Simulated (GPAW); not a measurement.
## Ballistic transport through bicyclo[2.2.2]octane-1,4-dithiol between two Ir chains, cheap and dear

How well does bicyclo[2.2.2]octane-1,4-dithiol between two Ir chains conduct at low bias, and how far do basis and functional move the answer?

Calculated with GPAW 26.7.0; GPAW LCAO, PAW setups; Landauer transmission from Green's functions with principal layers (ASE), zero bias.

This is a report of a sequence of runs, with most program output left out.

## (1) Set-up

The cell holds 36 atoms: 14 Ir, 2 S, 12 H and 8 C. Cell: a = 11.284 Å, b = 11.583 Å, c = 40.129 Å, α = 90.0°, β = 90.0°, γ = 90.0°. Regions: left lead, 7 atoms (7 Ir); channel, 22 atoms (2 S, 12 H and 8 C); right lead, 7 atoms (7 Ir). Vacuum lies along a and b. The structure is stacked along c, and the current runs across the ab planes.

## (2) Double-zeta polarised basis

Localised orbitals split the wire into layers that couple to their neighbours alone, which is what the Green's function method needs; double zeta with polarisation is the usual level for numbers.

The input, run.py:

```python
import json
import numpy as np
from ase import Atoms
from ase.transport.calculators import TransportCalculator
from gpaw import GPAW, FermiDirac
from gpaw.lcao.tools import get_lcao_hamiltonian
from scipy.linalg import eigh

# The junction with lead layers at both ends, along the third cell vector
device = Atoms(
    ['Ir', 'Ir', 'Ir', 'Ir', 'Ir', 'Ir', 'Ir', 'S', 'H', 'H', 'H', 'C', 'C', 'H', 'C', 'H', 'H', 'C', 'C', 'H', 'H', 'C', 'H', 'C', 'C', 'H', 'H', 'H', 'S', 'Ir', 'Ir', 'Ir', 'Ir', 'Ir', 'Ir', 'Ir'],
    positions=[
        [5.64182, 5.79126, 1.15000],
        [5.64182, 5.79126, 3.45000],
        [5.64182, 5.79126, 5.75000],
        [5.64182, 5.79126, 8.05000],
        [5.64182, 5.79126, 10.35000],
        [5.64182, 5.79126, 12.65000],
        [5.64182, 5.79126, 14.95000],
        [6.48757, 5.00895, 17.05540],
        [3.85420, 4.77360, 18.39626],
        [4.70373, 3.25002, 18.63345],
        [5.09599, 7.00890, 18.74315],
        [5.99094, 5.01180, 18.80968],
        [4.64180, 4.28760, 18.98675],
        [6.79208, 7.00851, 19.21486],
        [5.84818, 6.45844, 19.32315],
        [7.18672, 3.25137, 19.32499],
        [8.03364, 4.77652, 19.56212],
        [7.05494, 4.28866, 19.65965],
        [4.22869, 4.28868, 20.46925],
        [3.25000, 4.77656, 20.56679],
        [4.09689, 3.25139, 20.80392],
        [5.43549, 6.45844, 20.80576],
        [4.49159, 7.00853, 20.91405],
        [6.64183, 4.28758, 21.14216],
        [5.29271, 5.01181, 21.31922],
        [6.18769, 7.00889, 21.38577],
        [6.57988, 3.25000, 21.49546],
        [7.42944, 4.77357, 21.73265],
        [4.79607, 5.00896, 23.07350],
        [5.64182, 5.79126, 25.17891],
        [5.64182, 5.79126, 27.47891],
        [5.64182, 5.79126, 29.77891],
        [5.64182, 5.79126, 32.07891],
        [5.64182, 5.79126, 34.37891],
        [5.64182, 5.79126, 36.67891],
        [5.64182, 5.79126, 38.97891]],
    cell=[[11.28365, 0.0, 0.0], [0.0, 11.58251, 0.0], [0.0, 0.0, 40.12891]],
    pbc=True)

# One principal layer of the lead: the first 5 atoms of the device
lead = Atoms(
    ['Ir', 'Ir', 'Ir', 'Ir', 'Ir'],
    positions=[
        [5.64182, 5.79126, 1.15000],
        [5.64182, 5.79126, 3.45000],
        [5.64182, 5.79126, 5.75000],
        [5.64182, 5.79126, 8.05000],
        [5.64182, 5.79126, 10.35000]],
    cell=[[11.28365, 0.0, 0.0], [0.0, 11.58251, 0.0], [0.0, 0.0, 11.5]],
    pbc=True)

settings = dict(mode='lcao', basis='dzp', xc='PBE', h=0.2,
                occupations=FermiDirac(0.1), maxiter=250,
                mixer=dict(beta=0.1, nmaxold=8, weight=100.0),
                convergence=dict(density=0.0001))
energies = np.arange(-2, 2 + 1e-9, 0.05)
eta = 0.0001
n1, n2 = 1, 1
# k and -k transmit alike, so half of the mesh across the current serves
mesh = [(i, j) for i in range(n1) for j in range(n2) if (i, j) <= (-i % n1, -j % n2)]
weights = np.array([1 if (i, j) == (-i % n1, -j % n2) else 2 for i, j in mesh]) / (n1 * n2)

# [... helper functions left out ...]
fermi_lead = ground_state(lead, (1, 1, 10), 'lead.txt')
fermi_device = ground_state(device, (1, 1, 2), 'device.txt')
# [... loop over the mesh left out, but for ...]
        # Shift the lead onto the potential of the device's first layer
        shift = ((H[:, 0, 0] - H0[:, 0, 0]) / S0[0, 0]).real.mean()
# [...]
kT = 8.617333e-5 * 300
bias = [0.1, 0.2, 0.5, 1.0, 1.5, 2.0]
# [... integrals and printing left out ...]
```

Launch:

```
OMP_NUM_THREADS=1 OPENBLAS_NUM_THREADS=1 python run.py
```

Run time: 3.9 min. Hardware: 1 thread of Arm Neoverse V2, shared host; peak memory 2 GiB.

Numbers from this step:

```
conductance                                    : 0.04535 G₀
largest coupling past the next principal layer : 1.48e-6 eV
largest misfit of the first principal layer    : 0.1893 eV
shift that aligns the lead                     : -0.01140 eV
basis functions of the junction                : 568
basis functions of a principal layer           : 135
transmission at the Fermi level (one spin)     : 0.04825
```

One spin. Transmission, zone mean against energy, zero at the Fermi level:

```csv
energy (eV),"transmission, zone mean"
-2.00,0.0500
-1.90,0.0466
-1.80,0.0476
-1.70,0.0556
-1.55,0.0795
-1.45,0.0936
-1.40,0.0944
-1.35,0.0840
-1.25,0.0695
-1.15,0.0707
-1.05,0.0676
-0.90,0.0517
-0.80,0.0462
-0.70,0.0401
-0.60,0.0356
-0.50,0.0340
-0.40,0.0316
-0.25,0.0321
-0.15,0.0421
-0.05,0.0464
0.00,0.0482
0.05,0.0446
0.15,0.0182
0.25,0.0111
0.40,0.00644
0.50,0.00476
0.60,0.00359
0.70,0.00271
0.80,0.00196
0.90,0.00143
1.05,0.00143
1.15,0.00147
1.25,0.00153
1.35,0.00160
1.45,0.00165
1.55,0.00166
1.70,0.00154
1.80,0.00127
1.90,5.9e-4
2.00,2.6e-5
```

Not self-consistent under bias; the bias window is split evenly. Current through one cell, from the zero-bias transmission against bias:

```csv
bias (V),"current through one cell, from the zero-bias transmission (μA)"
0.100,0.345
0.200,0.654
0.500,1.32
1.000,2.08
1.500,2.87
2.000,3.90
```

Transmission of the three most open eigenchannels against energy, zero at the Fermi level:

```csv
energy (eV),channel 1,channel 2,channel 3
-2.000,0.0480,0.00104,0.00101
-1.800,0.0372,0.00527,0.00514
-1.600,0.0446,0.0173,0.00863
-1.400,0.0610,0.0271,0.00624
-1.200,0.0411,0.0211,0.00685
-1.000,0.0373,0.0187,0.00568
-0.800,0.0269,0.0139,0.00534
-0.600,0.0202,0.0105,0.00483
-0.400,0.0184,0.00899,0.00421
-0.200,0.0231,0.00935,0.00406
0.000,0.0344,0.0113,0.00235
0.200,0.00745,0.00517,0.00113
0.400,0.00282,0.00272,7.2e-4
0.600,0.00171,0.00120,4.5e-4
0.800,9.6e-4,5.8e-4,2.9e-4
1.000,8.6e-4,3.5e-4,2.1e-4
1.200,0.00110,2.3e-4,1.6e-4
1.400,0.00135,1.6e-4,1.2e-4
1.600,0.00146,1.1e-4,8.2e-5
1.800,0.00116,5.9e-5,4.2e-5
2.000,2.6e-5,4.4e-9,0
```

Couplings past the next layer reach 1.5e-6 eV, small enough to drop; the matrix elements of the cell's first layer differ from the bulk lead's by up to 0.19 eV. That layer keeps its own values in the calculation, and only beyond it is the lead taken as perfect. The Fermi levels of lead and junction count from different zeros of potential, one for each periodic cell; with both set to zero, the small remaining shift is what aligns them. Without spin-orbit coupling, which is large for these atoms, channel counts and T are those of the scalar-relativistic bands. By hand: G = 0.04535 × 77.48 μS = 3.51 μS, a resistance of 285 kΩ; at 0.1 V a linear junction would pass 0.351 μA, and the integral over the bias window gives 0.345 μA.

## (3) GPAW, szp: basis = "szp(dzp)"

The second zeta is dropped, the polarisation orbitals stay.

Edit run.py of step 2 so:

```diff
@@ -63,3 +63,3 @@
 
-settings = dict(mode='lcao', basis='dzp', xc='PBE', h=0.2,
+settings = dict(mode='lcao', basis='szp(dzp)', xc='PBE', h=0.2,
                 occupations=FermiDirac(0.1), maxiter=250,
```

Wall time 2.1 min (1 thread); peak memory 1.9 GiB.

This step gave:

```
conductance                                 : 0.03191 G₀
largest misfit of the first principal layer : 0.2184 eV
shift that aligns the lead                  : -0.02174 eV
basis functions of the junction             : 348
basis functions of a principal layer        : 75
transmission at the Fermi level (one spin)  : 0.03494
```

One spin. The transmission, zone mean by energy, zero at the Fermi level:

```csv
energy (eV),"transmission, zone mean"
-2.00,0.0299
-1.85,0.0526
-1.70,0.0848
-1.60,0.103
-1.50,0.110
-1.45,0.106
-1.30,0.0588
-1.15,0.0527
-1.05,0.0495
-0.90,0.0336
-0.75,0.0275
-0.60,0.0211
-0.50,0.0206
-0.35,0.0190
-0.20,0.0232
-0.05,0.0321
0.00,0.0349
0.05,0.0298
0.20,0.00983
0.35,0.00585
0.50,0.00411
0.60,0.00340
0.75,0.00275
0.90,0.00246
1.05,0.00259
1.15,0.00270
1.30,0.00290
1.45,0.00308
1.60,0.00318
1.70,0.00312
1.85,0.00247
2.00,2.8e-4
```

Not self-consistent under bias; the bias window is split evenly. Current through one cell, from the zero-bias transmission against bias:

```csv
bias (V),"current through one cell, from the zero-bias transmission (μA)"
0.100,0.242
0.200,0.459
0.500,0.908
1.000,1.40
1.500,1.91
2.000,2.61
```

Table of transmission of the three most open eigenchannels by energy, zero at the Fermi level:

```csv
energy (eV),channel 1,channel 2,channel 3
-2.000,0.0171,0.0117,0.00116
-1.800,0.0354,0.0263,0.00109
-1.600,0.0644,0.0382,7.8e-4
-1.400,0.0645,0.0321,6.2e-4
-1.200,0.0342,0.0197,7.7e-4
-1.000,0.0276,0.0153,6.8e-4
-0.800,0.0181,0.0106,6.4e-4
-0.600,0.0128,0.00753,5.8e-4
-0.400,0.0124,0.00660,5.2e-4
-0.200,0.0151,0.00671,8.9e-4
0.000,0.0253,0.00867,6.1e-4
0.200,0.00496,0.00427,3.8e-4
0.400,0.00264,0.00189,4.7e-4
0.600,0.00199,8.6e-4,4.6e-4
0.800,0.00186,3.5e-4,2.1e-4
1.000,0.00215,2.1e-4,1.7e-4
1.200,0.00250,1.4e-4,1.3e-4
1.400,0.00284,1.0e-4,8.3e-5
1.600,0.00306,7.2e-5,5.1e-5
1.800,0.00275,4.1e-5,2.7e-5
2.000,2.8e-4,0,0
```

The conductance, 0.0319 G₀, lies 30 % below that of the dzp run.

## (4) Minimal basis

One function for each valence shell of the setup, as for a first survey of a large system.

Edit run.py of step 3 so:

```diff
@@ -63,3 +63,3 @@
 
-settings = dict(mode='lcao', basis='szp(dzp)', xc='PBE', h=0.2,
+settings = dict(mode='lcao', basis='sz(dzp)', xc='PBE', h=0.2,
                 occupations=FermiDirac(0.1), maxiter=250,
```

It took 1.7 min on 1 thread; peak memory 1.9 GiB.

This step gave:

```
conductance                                    : 0.02195 G₀
largest coupling past the next principal layer : 1.47e-6 eV
largest misfit of the first principal layer    : 0.1224 eV
shift that aligns the lead                     : -0.02521 eV
basis functions of the junction                : 220
basis functions of a principal layer           : 60
transmission at the Fermi level (one spin)     : 0.02417
```

The conductance, 0.0220 G₀, lies 52 % below that of the dzp run.

## (5) revPBE in the dzp basis: xc = "revPBE"

Back in the dzp basis, the functional changes from PBE to revPBE, to set the spread between functionals beside that between bases.

Edit run.py of step 4 so:

```diff
@@ -63,3 +63,3 @@
 
-settings = dict(mode='lcao', basis='sz(dzp)', xc='PBE', h=0.2,
+settings = dict(mode='lcao', basis='dzp', xc='revPBE', h=0.2,
                 occupations=FermiDirac(0.1), maxiter=250,
```

It took 3.9 min on 1 thread; peak memory 2 GiB.

This step gave:

| Property | Result |
| --- | --- |
| conductance | 0.04310 G₀ |
| largest misfit of the first principal layer | 0.1896 eV |
| shift that aligns the lead | -0.01016 eV |
| basis functions of the junction | 568 |
| basis functions of a principal layer | 135 |
| transmission at the Fermi level (one spin) | 0.04569 |

The conductance, 0.0431 G₀, lies 5.0 % below that of the dzp run.

## (6) Cost and result by level

Times are for 1 thread of Arm Neoverse V2, shared host. The runs compared:

```csv
no.,run,conductance (G₀),time,memory (GiB)
1,dzp,0.04535,3.9 min,2
2,szp,0.03191,2.1 min,1.9
3,sz,0.02195,1.7 min,1.9
4,dzp revPBE,0.04310,3.9 min,2
```

## (7) The levels side by side

The curves are compared point by point over the common energies.

This step: comparison of transmission and cost over codes and levels (GPAW 26.7.0).

Ladder, by row:

```csv
step,code,T at the Fermi level (sum over the listed spins),conductance (G0),r.m.s. T(E) from the first,wall time (s),peak memory (GiB),threads
dzp,GPAW,0.04825,0.04535,0,234.9,2,1
szp,GPAW,0.03494,0.03191,0.0123,127.8,1.92,1
sz,GPAW,0.02417,0.02195,0.01795,105,1.85,1
dzp-revPBE,GPAW,0.04569,0.0431,0.002101,232.9,2,1
```

Transmission, zone mean, sum over the listed spins against energy, zero at the Fermi level:

```csv
energy (eV),dzp,szp,sz,dzp-revPBE
-2.000,0.0500,0.0299,0.0371,0.0477
-1.800,0.0476,0.0628,0.0746,0.0460
-1.600,0.0706,0.103,0.0983,0.0672
-1.500,0.0878,0.110,0.0896,0.0832
-1.400,0.0944,0.0972,0.0684,0.0891
-1.200,0.0691,0.0547,0.0394,0.0653
-1.000,0.0617,0.0436,0.0294,0.0582
-0.800,0.0462,0.0294,0.0202,0.0435
-0.600,0.0356,0.0211,0.0142,0.0338
-0.400,0.0316,0.0199,0.0135,0.0299
-0.200,0.0367,0.0232,0.0162,0.0350
0.000,0.0482,0.0349,0.0242,0.0457
0.200,0.0139,0.00983,0.00653,0.0132
0.400,0.00644,0.00515,0.00327,0.00615
0.600,0.00359,0.00340,0.00192,0.00344
0.800,0.00196,0.00242,0.00115,0.00187
1.000,0.00142,0.00254,0.00116,0.00131
1.200,0.00150,0.00277,0.00123,0.00138
1.400,0.00163,0.00303,0.00132,0.00151
1.600,0.00165,0.00318,0.00136,0.00153
1.800,0.00127,0.00282,0.00112,0.00118
2.000,2.6e-5,2.8e-4,4.5e-5,2.7e-5
```

## (8) Basis sz(dzp), mixing 0.25, mixing history 12

A smaller basis is cheaper in every inversion. Mixing changes the road to self-consistency, not its end. The mixing history changes the road to self-consistency, not its end.

This step: GPAW LCAO, PAW setups; Landauer transmission from Green's functions with principal layers (ASE), zero bias (GPAW 26.7.0).

Edit run.py of step 5 so:

```diff
@@ -63,5 +63,5 @@
 
-settings = dict(mode='lcao', basis='dzp', xc='revPBE', h=0.2,
+settings = dict(mode='lcao', basis='sz(dzp)', xc='PBE', h=0.2,
                 occupations=FermiDirac(0.1), maxiter=250,
-                mixer=dict(beta=0.1, nmaxold=8, weight=100.0),
+                mixer=dict(beta=0.25, nmaxold=12, weight=100.0),
                 convergence=dict(density=0.0001))
```

Wall time 1.8 min (1 thread); peak memory 2.1 GiB.

This step gave:

```
conductance                                 : 0.02194 G₀
largest misfit of the first principal layer : 0.1227 eV
shift that aligns the lead                  : -0.02480 eV
basis functions of the junction             : 220
basis functions of a principal layer        : 60
transmission at the Fermi level (one spin)  : 0.02414
```

One spin. Transmission, zone mean against energy, zero at the Fermi level:

energy (eV), transmission, zone mean and a bar:
```
    -2.00     0.0371 ###########
    -1.90     0.0543 #################
    -1.80     0.0746 #######################
    -1.70     0.0918 ############################
    -1.60     0.0981 ##############################
    -1.55     0.0956 #############################
    -1.45     0.0801 ########################
    -1.35     0.0537 ################
    -1.25     0.0409 ############
    -1.15     0.0386 ############
    -1.05     0.0341 ##########
    -0.90     0.0228 #######
    -0.80     0.0202 ######
    -0.70     0.0168 #####
    -0.60     0.0142 ####
    -0.50     0.0140 ####
    -0.40     0.0135 ####
    -0.25     0.0135 ####
    -0.15     0.0197 ######
    -0.05     0.0223 #######
     0.00     0.0241 #######
     0.05     0.0201 ######
     0.15     0.0085 ###
     0.25     0.0053 ##
     0.40     0.0033 #
     0.50     0.0025 #
     0.60     0.0019 #
     0.70     0.0015 
     0.80     0.0012 
     0.90     0.0011 
     1.05     0.0012 
     1.15     0.0012 
     1.25     0.0012 
     1.35     0.0013 
     1.45     0.0013 
     1.55     0.0014 
     1.70     0.0013 
     1.80     0.0011 
     1.90     0.0004 
     2.00     0.0000
```

Not self-consistent under bias; the bias window is split evenly. Current through one cell, from the zero-bias transmission against bias:

```csv
bias (V),"current through one cell, from the zero-bias transmission (μA)"
0.100,0.166
0.200,0.315
0.500,0.624
1.000,0.957
1.500,1.29
2.000,1.76
```

Table of transmission of the three most open eigenchannels by energy, zero at the Fermi level:

```csv
energy (eV),channel 1,channel 2,channel 3
-2.000,0.0201,0.0162,7.9e-4
-1.800,0.0431,0.0308,7.2e-4
-1.600,0.0620,0.0355,5.8e-4
-1.400,0.0429,0.0248,5.3e-4
-1.200,0.0234,0.0153,7.7e-4
-1.000,0.0173,0.0112,7.2e-4
-0.800,0.0117,0.00769,7.7e-4
-0.600,0.00806,0.00529,7.8e-4
-0.400,0.00796,0.00462,7.9e-4
-0.200,0.0103,0.00474,9.1e-4
0.000,0.0171,0.00614,6.7e-4
0.200,0.00327,0.00275,3.2e-4
0.400,0.00157,0.00126,2.2e-4
0.600,1.0e-3,5.6e-4,2.4e-4
0.800,7.5e-4,2.6e-4,1.5e-4
1.000,8.8e-4,1.6e-4,1.1e-4
1.200,0.00104,1.0e-4,8.5e-5
1.400,0.00119,6.7e-5,5.9e-5
1.600,0.00128,4.2e-5,3.7e-5
1.800,0.00108,2.2e-5,1.8e-5
2.000,4.5e-5,2.0e-12,0
```

The conductance, 0.0219 G₀, lies 52 % below that of the dzp run.

## (9) Another change of settings

A last run, with other settings again.

Edit run.py of step 8 so:

```diff
@@ -51,17 +51,13 @@
 
-# One principal layer of the lead: the first 5 atoms of the device
+# One principal layer of the lead: the first 1 atoms of the device
 lead = Atoms(
-    ['Ir', 'Ir', 'Ir', 'Ir', 'Ir'],
+    ['Ir'],
     positions=[
-        [5.64182, 5.79126, 1.15000],
-        [5.64182, 5.79126, 3.45000],
-        [5.64182, 5.79126, 5.75000],
-        [5.64182, 5.79126, 8.05000],
-        [5.64182, 5.79126, 10.35000]],
-    cell=[[11.28365, 0.0, 0.0], [0.0, 11.58251, 0.0], [0.0, 0.0, 11.5]],
+        [5.64182, 5.79126, 1.15000]],
+    cell=[[11.28365, 0.0, 0.0], [0.0, 11.58251, 0.0], [0.0, 0.0, 2.3]],
     pbc=True)
 
-settings = dict(mode='lcao', basis='sz(dzp)', xc='PBE', h=0.2,
-                occupations=FermiDirac(0.1), maxiter=250,
-                mixer=dict(beta=0.25, nmaxold=12, weight=100.0),
+settings = dict(mode='lcao', basis='dzp', xc='PBE', h=0.2,
+                occupations=FermiDirac(0.1), maxiter=50,
+                mixer=dict(beta=0.1, nmaxold=8, weight=100.0),
                 convergence=dict(density=0.0001))
```

The job ended after 3.3 min (1 thread; peak memory 1.9 GiB).

The run finished. A setting was moved off its sound value on purpose, so it serves as a test and not as the result.

The fault put into the input: a principal layer that is too short (n_lead = 1 and period = 2.3).

The two runs compared:

```csv
quantity,this run,sound run,difference
conductance (G₀),0.027495,0.045347,-0.0179
largest coupling past the next principal layer (eV),1.5679,1.484e-6,1.57
largest misfit of the first principal layer (eV),0.12047,0.18932,-0.0689
shift that aligns the lead (eV),0.017162,-0.011404,0.0286
basis functions of a principal layer,27,135,-108
transmission at the Fermi level (one spin),0.028884,0.048246,-0.0194
```

One result that differs is the largest coupling past the next principal layer, 1.57 eV against 1.5e-6 eV.

## (10) Outcome

```
conductance                                        : 0.0453 G₀
transmission at the Fermi level, mean of the spins : 0.0482
```

What this shows: In the dzp basis the junction conducts 0.0453 G₀ at 300 K, with T = 0.0482 a spin at the Fermi level; no smaller basis tried comes within 10 % of that conductance. Measured against the first run (dzp), the nearest curve is that of dzp-revPBE (r.m.s. 0.0021) and the farthest that of sz (0.018). Over the compared runs wall time goes from 105 s (sz) to 235 s (dzp), on a shared host. The geometry was built from estimated bond lengths and not relaxed, so the numbers describe this model structure. The run had no spin polarisation, so a magnetic state, which chains and small molecules with open shells often have, wasn't tested. Spin-orbit coupling is left out, which matters for the heavy atoms here. Semilocal functionals put molecular levels too near the Fermi level, so such conductances usually come out too high, and chain electrodes have a sharper density of states than real ones. An evenly spaced straight chain is an idealisation: free chains tend to dimerise, zigzag or, where a band edge lies near the Fermi level, turn magnetic. The currents use the zero-bias T(E) throughout, which holds only while the bias is small against the distance to the nearest feature. Within about eight thermal energies of the Fermi level ln T(E) bends sharply from one computed energy to the next, or the lead's channel count changes, so the thermal averages, above all the thermopower, rest on an interpolation that may be rough.

[Logs are printed without paths, hosts, clocks, repeated set-up lines and the standing remarks that a program may print on its own settings, such as how far it seeks lower states.]

[Hosts, paths, dates, database ids (printed as entryN), source tags and the programs' standing remarks are cut or masked in the printed files.]
